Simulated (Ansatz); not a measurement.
**linear Ge chain: period, moment and channels by functional**

Wanted: the relaxed geometry and the open channels of the linear Ge chain, by several methods.

Calculated with Ansatz 0.2.0; DFT PBE, plane waves, PAW; relaxation of a chain's period, in the first sound run; inputs show where later runs differ.

This is a report of a sequence of runs, with most program output left out.

### Step 1. The starting structure

The cell holds 1 atom: 1 Ge. Cell: a = 7.500 Å, b = 7.500 Å, c = 2.232 Å, α = 90.0°, β = 90.0°, γ = 90.0°. Vacuum lies along a and b. The structure's axis is c.

### Step 2. Relaxation of atoms and period, level PBE, cutoff 420 eV

Band widths follow the bond lengths, so the chain is relaxed first. The atoms and the third cell vector are free; the box across stays fixed as vacuum. Moments are seeded so that a magnetic state can form if it lies lower. A Fermi-Dirac smearing is set since the result may be a metal. The pressure printed is a third of the stress's trace over the whole box, vacuum included; only the stress along the axis is relaxed.

The input, input.yaml:

```yaml
crystal:
  lattice:
    - [7.5, 0.0, 0.0]
    - [0.0, 7.5, 0.0]
    - [0.0, 0.0, 2.232]
  atoms:
    - { symbol: Ge, position: [0.5, 0.5, 0.0], spin: 0.3 }
magnetization:
  spin_polarized: true
kpoints:
  mp_grid: { grid: [1, 1, 36] }
scf:
  occupations: { method: fermi_dirac, width: 0.05 }
hamiltonian:
  xc: pbe
relax:
  cell: { fix: [a, b, alpha, beta, gamma] }
  max_steps: 60
```

The run is started by

```
$ ansatz run input.yaml --threads 4 --pin off --max-ram 8192MiB --backend cpu --events-out ev --progress --plain --runs-dir out
```

Run time: 7.8 s. Hardware: 4 threads of Arm Neoverse V1, shared host; peak memory 0.39 GiB; 29 s of CPU time.

The steps of the relaxation:

| step | energy less that of the first step (eV) | largest force component (eV/Å) | pressure (GPa) | volume (Å³) |
| --- | --- | --- | --- | --- |
| 1 | 0.0000 | 0.0000 | 1.35 | 125.55 |
| 2 | -0.0663 | 0.0000 | 0.86 | 129.00 |
| 3 | -0.0862 | 0.0000 | -0.10 | 134.14 |
| 4 | -0.0895 | 0.0000 | 0.04 | 132.99 |
| 5 | -0.0898 | 0.0000 | 0.12 | 132.52 |
| 6* | -0.0902 | 0.0000 | 0.13 | 132.52 |

Relaxation steps marked * repeat the geometry before them on a plane-wave basis chosen anew for their cell, so energy and pressure can jump there.

| cell as run | before | after | change |
| --- | --- | --- | --- |
| c (Å) | 2.232 | 2.356 | +5.5 % |

The relaxed structure:

```xyz
1
Lattice="7.5000 0.0000 0.0000 0.0000 7.5000 0.0000 0.0000 0.0000 2.3558" Properties=species:S:1:pos:R:3
Ge    3.7500    3.7500    0.0000
```

This step gave:

```yaml
energy_at_zero_smearing: -4293.4332 eV
cell_length_along_the_wire: 2.356 Å
```

The cell's length comes to 2.356 Å with no moment.

### Step 3. Bands of the perfect wire, level PBE, k-mesh 1×1×34

This step: DFT PBE, plane waves, PAW; channels and complex bands of a perfect chain (Ansatz 0.2.0).

At the relaxed period the Bloch states of the perfect chain are found at each energy: those that move forward count the open channels, and those that decay describe how a disturbance dies away inside the wire itself. An energy step of 0.035 eV is under the 0.039 eV that the program asks for its thermal average at 300 K.

The input, input.yaml:

```yaml
crystal:
  lattice:
    - [7.5, 0.0, 0.0]
    - [0.0, 7.5, 0.0]
    - [0.0, 0.0, 2.3558388955]
  atoms:
    - { symbol: Ge, position: [0.5, 0.5, 0.0] }
kpoints:
  mp_grid: { grid: [1, 1, 34] }
  band_path: { path: ["Γ", Z], npoints: 60 }
scf:
  occupations: { method: fermi_dirac, width: 0.05 }
hamiltonian:
  xc: pbe
output:
  transmission:
    e_range: [-2, 2]
    de: 0.035
    kmesh: [1, 1]
    reduced_basis: true
    leads: [[0, 0]]
  dos: { projected: true, e_range: [-6, 4] }
  write_potential: true
  write_density: true
  volumetric_format: npy
  elf: true
```

Run time: 8 s. Hardware: 4 threads; peak memory 0.43 GiB.

Numbers from this step:

- energy at zero smearing: -4293.4356 eV
- channels at the energy nearest the Fermi level, one spin: 3
- conductance of the lead as this run defines it: 3.000 G₀
- band gap: 0 eV

The open channels of the lead, one spin by energy, zero at the Fermi level:

| energy (eV) | open channels of the lead, one spin |
| --- | --- |
| -2.00 | 1 |
| -1.90 | 1 |
| -1.79 | 1 |
| -1.69 | 1 |
| -1.58 | 1 |
| -1.48 | 1 |
| -1.37 | 1 |
| -1.23 | 1 |
| -1.12 | 3 |
| -1.02 | 3 |
| -0.92 | 3 |
| -0.81 | 3 |
| -0.70 | 3 |
| -0.60 | 3 |
| -0.49 | 3 |
| -0.39 | 3 |
| -0.28 | 3 |
| -0.18 | 3 |
| -0.07 | 3 |
| -0.01 | 3 |
| 0.07 | 3 |
| 0.17 | 3 |
| 0.28 | 3 |
| 0.38 | 3 |
| 0.48 | 3 |
| 0.59 | 3 |
| 0.69 | 3 |
| 0.80 | 3 |
| 0.91 | 3 |
| 1.01 | 3 |
| 1.11 | 3 |
| 1.22 | 3 |
| 1.36 | 3 |
| 1.47 | 3 |
| 1.57 | 3 |
| 1.68 | 3 |
| 1.78 | 3 |
| 1.89 | 3 |
| 1.99 | 3 |

The slowest values at each energy, most degenerate partners merged, listed up to 1.5 1/Å. The Im kz of the slowest decaying states by energy, zero at the Fermi level:

| energy (eV) | decay 1 (Å⁻¹) | decay 2 (Å⁻¹) | decay 3 (Å⁻¹) | decay 4 (Å⁻¹) |
| --- | --- | --- | --- | --- |
| -2.000 | 0.465 | 1.20 | 1.36 | 1.49 |
| -1.790 | 0.405 | 1.18 | 1.34 | 1.47 |
| -1.615 | 0.348 | 1.16 | 1.32 | 1.45 |
| -1.405 | 0.262 | 1.13 | 1.30 | 1.43 |
| -1.195 | 0.128 | 1.11 | 1.28 | 1.41 |
| -0.985 | 1.08 | 1.26 | 1.39 | 1.41 |
| -0.810 | 1.06 | 1.24 | 1.38 | 1.39 |
| -0.600 | 1.03 | 1.21 | 1.36 | 1.37 |
| -0.390 | 1.01 | 1.19 | 1.34 | 1.35 |
| -0.215 | 0.982 | 1.17 | 1.32 | 1.34 |
| -0.005 | 0.953 | 1.15 | 1.30 | 1.32 |
| 0.205 | 0.923 | 1.12 | 1.27 | 1.30 |
| 0.415 | 0.892 | 1.10 | 1.25 | 1.27 |
| 0.590 | 0.866 | 1.08 | 1.23 | 1.26 |
| 0.800 | 0.833 | 1.05 | 1.21 | 1.24 |
| 1.010 | 0.798 | 1.02 | 1.19 | 1.21 |
| 1.185 | 0.769 | 1.00 | 1.17 | 1.19 |
| 1.395 | 0.731 | 0.973 | 1.14 | 1.17 |
| 1.605 | 0.692 | 0.944 | 1.12 | 1.15 |
| 1.815 | 0.650 | 0.914 | 1.09 | 1.13 |

Electronic bands along the path, in eV, zero at the Fermi level:

| point | band 6 | band 7 | band 8 | band 9 | band 10 | band 11 |
| --- | --- | --- | --- | --- | --- | --- |
| Γ | -9.92 | -1.13 | -1.13 | 3.39 | 4.97 | 6.29 |
| halfway | -8.28 | 0.60 | 0.60 | 4.83 | 5.66 | 6.65 |
| Z | -3.23 | -3.06 | 4.27 | 4.27 | 7.90 | 7.90 |

Electrostatic potential energy in the ca plane at fractional y = 0.500, with atoms of Ge within 0.2 Å of it. With pseudopotentials it is smooth inside the atoms' cores, unlike the true potential.

Values in eV, 24 rows by 12 columns, each cell a mean:
```
  2   2   2   2   2   2   2   2   2   2   2   2
  2   2   2   2   2   2   2   2   2   2   2   2
  2   2   2   2   2   2   2   2   2   2   2   2
  2   2   2   2   2   2   2   2   2   2   2   2
  2   2   2   2   2   2   2   2   2   2   2   2
  1   2   2   2   2   2   2   2   2   2   2   2
  0   1   1   1   1   1   1   1   1   1   1   1
 -3  -3  -2  -1   0   0   0   0   0  -1  -2  -3
-12 -11  -9  -6  -3  -2  -1  -2  -3  -6  -9 -11
-30 -29 -25 -17  -9  -5  -4  -5  -9 -17 -25 -29
-39 -39 -36 -30 -20 -10  -7 -10 -20 -30 -36 -39
-40 -40 -40 -34 -25 -13  -9 -13 -25 -34 -40 -40
-40 -40 -38 -32 -22 -11  -8 -11 -22 -32 -38 -40
-35 -34 -30 -23 -13  -7  -5  -7 -13 -23 -30 -34
-19 -17 -14  -9  -5  -3  -2  -3  -5  -9 -14 -17
 -5  -5  -4  -2  -1   0   0   0  -1  -2  -4  -5
  0   0   0   0   1   1   1   1   1   0   0   0
  1   1   1   2   2   2   2   2   2   2   1   1
  2   2   2   2   2   2   2   2   2   2   2   2
  2   2   2   2   2   2   2   2   2   2   2   2
  2   2   2   2   2   2   2   2   2   2   2   2
  2   2   2   2   2   2   2   2   2   2   2   2
  2   2   2   2   2   2   2   2   2   2   2   2
  2   2   2   2   2   2   2   2   2   2   2   2
```
Columns run along c (2.4 Å; values clipped at the 3rd and 97th percentile), rows up along a (7.5 Å). Atoms in or near the plane, at fractional coordinates: Ge at (0.00, 0.50).

ELF in the ca plane at fractional y = 0.500, with atoms of Ge within 0.2 Å of it. It is the smooth field of the valence electrons, not physical close to the nuclei.

Ten even steps from '0' (0.00) to '9' (0.62), each cell a mean:
```
000000000000
000000000000
000000000000
221111111112
443322222334
766543334566
998765556789
999987678999
778888888887
556778987765
012578987521
300467876400
001468986410
335678987653
777788888777
999987778999
999876567899
777654445677
554432223445
222211111222
111000000011
000000000000
000000000000
000000000000
```
Columns run along c (2.4 Å), rows up along a (7.5 Å). Atoms in or near the plane, at fractional coordinates: Ge at (0.00, 0.50).

Valence density in the ca plane at fractional y = 0.500, with atoms of Ge within 0.2 Å of it. It is the smooth field of the valence electrons, not physical close to the nuclei.

Ten steps, logarithmic in the rise over the least value, from '0' (0 e/Å³) to '9' (49 e/Å³), each cell a mean:
```
000000000000
000000000000
000000000000
000000000000
000000000000
000000000000
000000000000
000000000000
111000000011
322111011122
764211111246
996321112369
875311111357
443211111234
111100000111
000000000000
000000000000
000000000000
000000000000
000000000000
000000000000
000000000000
000000000000
000000000000
```
Columns run along c (2.4 Å), rows up along a (7.5 Å). Atoms in or near the plane, at fractional coordinates: Ge at (0.00, 0.50).

By hand: the program gives 4.1323 × 10^14 S/m² over the cell's cross-section of 56.25 Å² = 5.625 × 10^-19 m², so one cell conducts 2.324 × 10^-4 S. Divided by G0 = 2e²/h = 7.748 × 10^-5 S this is 3.00 G0, a resistance of 4.30 kΩ.

At the computed energy nearest the Fermi level there are 3 channels a spin, and the thermal average gives 3.00 G₀.

### Step 4. Relaxation of atoms and period

This step: DFT PBEsol, plane waves, PAW; relaxation of a chain's period (Ansatz 0.2.0).

The relaxation is repeated under another functional. PBEsol weakens PBE's gradient terms and usually lands between LDA and PBE.

The input, input.yaml:

```yaml
crystal:
  lattice:
    - [7.5, 0.0, 0.0]
    - [0.0, 7.5, 0.0]
    - [0.0, 0.0, 2.232]
  atoms:
    - { symbol: Ge, position: [0.5, 0.5, 0.0], spin: 0.3 }
magnetization:
  spin_polarized: true
kpoints:
  mp_grid: { grid: [1, 1, 36] }
scf:
  occupations: { method: fermi_dirac, width: 0.05 }
hamiltonian:
  xc: pbesol
relax:
  cell: { fix: [a, b, alpha, beta, gamma] }
  max_steps: 60
```

It took 8.3 s on 4 threads; peak memory 0.39 GiB.

Step by step:

| step | energy less that of the first step (eV) | largest force component (eV/Å) | pressure (GPa) | volume (Å³) |
| --- | --- | --- | --- | --- |
| 1 | 0.0000 | 0.0000 | 1.06 | 125.55 |
| 2 | -0.0403 | 0.0000 | 0.75 | 128.21 |
| 3 | -0.0479 | 0.0000 | -0.29 | 133.63 |
| 4 | -0.0577 | 0.0000 | 0.04 | 131.54 |
| 5 | -0.0579 | 0.0000 | 0.12 | 131.17 |
| 6* | -0.0581 | 0.0000 | 0.12 | 131.17 |

Relaxation steps marked * repeat the geometry before them on a plane-wave basis chosen anew for their cell, so energy and pressure can jump there.

| cell as run | before | after | change |
| --- | --- | --- | --- |
| c (Å) | 2.232 | 2.332 | +4.5 % |

The relaxed structure:

```
Ge
1.0
     7.50000    0.00000    0.00000
     0.00000    7.50000    0.00000
     0.00000    0.00000    2.33182
Ge
1
Direct
  0.50000 0.50000 0.00000
```

The cell's length comes to 2.332 Å, -1.0 % against the first run, with no moment.

The cell grew by 4.5 % in its periodic edges.

### Step 5. The wire at its relaxed period, level PBEsol, k-mesh 1×1×35

This step: DFT PBEsol, plane waves, PAW; channels and complex bands of a perfect chain (Ansatz 0.2.0).

The channels are counted again under PBEsol, at the period that it gave.

The input, input.yaml:

```yaml
crystal:
  lattice:
    - [7.5, 0.0, 0.0]
    - [0.0, 7.5, 0.0]
    - [0.0, 0.0, 2.3318249335]
  atoms:
    - { symbol: Ge, position: [0.5, 0.5, 0.0] }
kpoints:
  mp_grid: { grid: [1, 1, 35] }
  band_path: { path: ["Γ", Z], npoints: 60 }
scf:
  occupations: { method: fermi_dirac, width: 0.05 }
hamiltonian:
  xc: pbesol
output:
  transmission:
    e_range: [-2, 2]
    de: 0.035
    kmesh: [1, 1]
    reduced_basis: true
    leads: [[0, 0]]
  dos: { projected: true, e_range: [-6, 4] }
```

The job ended after 7.9 s (4 threads; peak memory 0.42 GiB).

At the computed energy nearest the Fermi level there are 3 channels a spin, and the thermal average gives 3.00 G₀.

### Step 6. The relaxed wire

This step: DFT RPBE, plane waves, PAW; relaxation of a chain's period (Ansatz 0.2.0).

The relaxation is repeated under another functional. RPBE strengthens the exchange enhancement and tends to longer, weaker bonds than PBE.

The input, input.yaml:

```yaml
crystal:
  lattice:
    - [7.5, 0.0, 0.0]
    - [0.0, 7.5, 0.0]
    - [0.0, 0.0, 2.232]
  atoms:
    - { symbol: Ge, position: [0.5, 0.5, 0.0], spin: 0.3 }
magnetization:
  spin_polarized: true
kpoints:
  mp_grid: { grid: [1, 1, 36] }
scf:
  occupations: { method: fermi_dirac, width: 0.05 }
hamiltonian:
  xc: rpbe
relax:
  cell: { fix: [a, b, alpha, beta, gamma] }
  max_steps: 60
```

Wall time 9.9 s (4 threads); peak memory 0.4 GiB; 36 s of CPU time.

The steps of the relaxation:

| step | energy less that of the first step (eV) | largest force component (eV/Å) | pressure (GPa) | volume (Å³) |
| --- | --- | --- | --- | --- |
| 1 | 0.0000 | 0.0000 | 1.53 | 125.55 |
| 2 | -0.0846 | 0.0000 | 0.94 | 129.47 |
| 3 | -0.1119 | 0.0000 | 0.00 | 134.92 |
| 4 | -0.1133 | 0.0000 | 0.05 | 134.18 |
| 5 | -0.1134 | 0.0000 | 0.20 | 133.04 |
| 6 | -0.1138 | 0.0000 | 0.12 | 133.54 |
| 7* | -0.1143 | 0.0000 | 0.13 | 133.54 |

Relaxation steps marked * repeat the geometry before them on a plane-wave basis chosen anew for their cell, so energy and pressure can jump there.

| cell as run | before | after | change |
| --- | --- | --- | --- |
| c (Å) | 2.232 | 2.374 | +6.4 % |

Final coordinates:

```xyz
1
Lattice="7.5000 0.0000 0.0000 0.0000 7.5000 0.0000 0.0000 0.0000 2.3741" Properties=species:S:1:pos:R:3
Ge    3.7500    3.7500    0.0000
```

The cell's length comes to 2.374 Å, +0.8 % against the first run, with no moment.

The cell grew by 6.4 % in its periodic edges.

### Step 7. The perfect wire, level RPBE, k-mesh 1×1×34

This step: DFT RPBE, plane waves, PAW; channels and complex bands of a perfect chain (Ansatz 0.2.0).

The channels are counted again under RPBE, at the period that it gave.

The input, input.yaml:

```yaml
crystal:
  lattice:
    - [7.5, 0.0, 0.0]
    - [0.0, 7.5, 0.0]
    - [0.0, 0.0, 2.3740985473]
  atoms:
    - { symbol: Ge, position: [0.5, 0.5, 0.0] }
kpoints:
  mp_grid: { grid: [1, 1, 34] }
  band_path: { path: ["Γ", Z], npoints: 60 }
scf:
  occupations: { method: fermi_dirac, width: 0.05 }
hamiltonian:
  xc: rpbe
output:
  transmission:
    e_range: [-2, 2]
    de: 0.035
    kmesh: [1, 1]
    reduced_basis: true
    leads: [[0, 0]]
  dos: { projected: true, e_range: [-6, 4] }
```

Elapsed: 8.5 s, on 4 threads; peak memory 0.43 GiB; 29 s of CPU time.

The open channels of the lead, one spin by energy, zero at the Fermi level:

| energy (eV) | open channels of the lead, one spin |
| --- | --- |
| -2.000 | 1 |
| -1.790 | 1 |
| -1.615 | 1 |
| -1.405 | 1 |
| -1.195 | 1 |
| -0.985 | 3 |
| -0.810 | 3 |
| -0.600 | 3 |
| -0.390 | 3 |
| -0.215 | 3 |
| -0.005 | 3 |
| 0.205 | 3 |
| 0.415 | 3 |
| 0.590 | 3 |
| 0.800 | 3 |
| 1.010 | 3 |
| 1.185 | 3 |
| 1.395 | 3 |
| 1.605 | 3 |
| 1.815 | 3 |

At the computed energy nearest the Fermi level there are 3 channels a spin, and the thermal average gives 3.00 G₀.

### Step 8. The relaxed wire

This step: DFT LDA, plane waves, PAW; relaxation of a chain's period (Ansatz 0.2.0).

The relaxation is repeated under another functional. LDA has no gradient terms and tends to overbind, so it marks the short end of the likely bond lengths.

The input, input.yaml:

```yaml
crystal:
  lattice:
    - [7.5, 0.0, 0.0]
    - [0.0, 7.5, 0.0]
    - [0.0, 0.0, 2.232]
  atoms:
    - { symbol: Ge, position: [0.5, 0.5, 0.0], spin: 0.3 }
magnetization:
  spin_polarized: true
kpoints:
  mp_grid: { grid: [1, 1, 36] }
scf:
  occupations: { method: fermi_dirac, width: 0.05 }
hamiltonian:
  xc: lda
relax:
  cell: { fix: [a, b, alpha, beta, gamma] }
  max_steps: 60
```

Run time: 6.2 s. Hardware: 4 threads; peak memory 0.36 GiB; 23 s of CPU time.

Step by step:

| step | energy less that of the first step (eV) | largest force component (eV/Å) | pressure (GPa) | volume (Å³) |
| --- | --- | --- | --- | --- |
| 1 | 0.0000 | 0.0000 | 0.87 | 125.55 |
| 2 | -0.0262 | 0.0000 | 0.63 | 127.67 |
| 3 | -0.0290 | 0.0000 | -0.30 | 132.29 |
| 4 | -0.0378 | 0.0000 | 0.07 | 130.26 |
| 5 | -0.0379 | 0.0000 | 0.12 | 130.06 |
| 6* | -0.0380 | 0.0000 | 0.12 | 130.06 |

Relaxation steps marked * repeat the geometry before them on a plane-wave basis chosen anew for their cell, so energy and pressure can jump there.

| cell as run | before | after | change |
| --- | --- | --- | --- |
| c (Å) | 2.232 | 2.312 | +3.6 % |

The relaxed structure:

```xyz
1
Lattice="7.5000 0.0000 0.0000 0.0000 7.5000 0.0000 0.0000 0.0000 2.3122" Properties=species:S:1:pos:R:3
Ge    3.7500    3.7500    0.0000
```

The cell's length comes to 2.312 Å, -1.9 % against the first run, with no moment.

The cell grew by 3.6 % in its periodic edges.

### Step 9. The perfect wire, level LDA, k-mesh 1×1×35

This step: DFT LDA, plane waves, PAW; channels and complex bands of a perfect chain (Ansatz 0.2.0).

The channels are counted again under LDA, at the period that it gave.

The input, input.yaml:

```yaml
crystal:
  lattice:
    - [7.5, 0.0, 0.0]
    - [0.0, 7.5, 0.0]
    - [0.0, 0.0, 2.3121783629]
  atoms:
    - { symbol: Ge, position: [0.5, 0.5, 0.0] }
kpoints:
  mp_grid: { grid: [1, 1, 35] }
  band_path: { path: ["Γ", Z], npoints: 60 }
scf:
  occupations: { method: fermi_dirac, width: 0.05 }
hamiltonian:
  xc: lda
output:
  transmission:
    e_range: [-2, 2]
    de: 0.035
    kmesh: [1, 1]
    reduced_basis: true
    leads: [[0, 0]]
  dos: { projected: true, e_range: [-6, 4] }
```

The job ended after 8 s (4 threads; peak memory 0.42 GiB).

Open channels of the lead, one spin against energy, zero at the Fermi level:

| energy (eV) | open channels of the lead, one spin |
| --- | --- |
| -2.000 | 1 |
| -1.895 | 1 |
| -1.790 | 1 |
| -1.685 | 1 |
| -1.615 | 1 |
| -1.510 | 1 |
| -1.405 | 1 |
| -1.300 | 1 |
| -1.195 | 1 |
| -1.090 | 3 |
| -0.985 | 3 |
| -0.915 | 3 |
| -0.810 | 3 |
| -0.705 | 3 |
| -0.600 | 3 |
| -0.495 | 3 |
| -0.390 | 3 |
| -0.285 | 3 |
| -0.215 | 3 |
| -0.110 | 3 |
| -0.005 | 3 |
| 0.100 | 3 |
| 0.205 | 3 |
| 0.310 | 3 |
| 0.415 | 3 |
| 0.485 | 3 |
| 0.590 | 3 |
| 0.695 | 3 |
| 0.800 | 3 |
| 0.905 | 3 |
| 1.010 | 3 |
| 1.115 | 3 |
| 1.185 | 3 |
| 1.290 | 3 |
| 1.395 | 3 |
| 1.500 | 3 |
| 1.605 | 3 |
| 1.710 | 3 |
| 1.815 | 3 |
| 1.885 | 3 |

At the computed energy nearest the Fermi level there are 3 channels a spin, and the thermal average gives 3.00 G₀.

### Step 10. The series together

Times are for 4 threads of Arm Neoverse V1, shared host. The series side by side:

| no. | level | conductance of the lead as this run defines it (G₀) | time | memory (GiB) |
| --- | --- | --- | --- | --- |
| 1 | PBE | 3.000 | 8 s | 0.43 |
| 2 | PBEsol | 3.000 | 7.9 s | 0.42 |
| 3 | RPBE | 3.000 | 8.5 s | 0.43 |
| 4 | LDA | 3.000 | 8 s | 0.42 |

The runs together. Open channels of the lead against energy, zero at the Fermi level:

| energy (eV) | PBE = PBEsol | RPBE | LDA |
| --- | --- | --- | --- |
| -2.000 | 1 | 1 | 1 |
| -1.895 | 1 | 1 | 1 |
| -1.790 | 1 | 1 | 1 |
| -1.685 | 1 | 1 | 1 |
| -1.615 | 1 | 1 | 1 |
| -1.510 | 1 | 1 | 1 |
| -1.405 | 1 | 1 | 1 |
| -1.300 | 1 | 1 | 1 |
| -1.195 | 1 | 1 | 1 |
| -1.090 | 3 | 3 | 3 |
| -0.985 | 3 | 3 | 3 |
| -0.915 | 3 | 3 | 3 |
| -0.810 | 3 | 3 | 3 |
| -0.705 | 3 | 3 | 3 |
| -0.600 | 3 | 3 | 3 |
| -0.495 | 3 | 3 | 3 |
| -0.390 | 3 | 3 | 3 |
| -0.285 | 3 | 3 | 3 |
| -0.215 | 3 | 3 | 3 |
| -0.110 | 3 | 3 | 3 |
| -0.005 | 3 | 3 | 3 |
| 0.100 | 3 | 3 | 3 |
| 0.205 | 3 | 3 | 3 |
| 0.310 | 3 | 3 | 3 |
| 0.415 | 3 | 3 | 3 |
| 0.485 | 3 | 3 | 3 |
| 0.590 | 3 | 3 | 3 |
| 0.695 | 3 | 3 | 3 |
| 0.800 | 3 | 3 | 3 |
| 0.905 | 3 | 3 | 3 |
| 1.010 | 3 | 3 | 3 |
| 1.115 | 3 | 3 | 3 |
| 1.185 | 3 | 3 | 3 |
| 1.290 | 3 | 3 | 3 |
| 1.395 | 3 | 3 | 3 |
| 1.500 | 3 | 3 | 3 |
| 1.605 | 3 | 3 | 3 |
| 1.710 | 3 | 3 | 3 |
| 1.815 | 3 | 3 | 3 |
| 1.885 | 3 | 3 | 3 |

[end of part 1 of 2]

[Logs are printed without paths, hosts, clocks, repeated set-up lines and the standing remarks that a program may print on its own settings, such as how far it seeks lower states.]

[Hosts, paths, dates, database ids (printed as entryN), source tags and the programs' standing remarks are cut or masked in the printed files.]
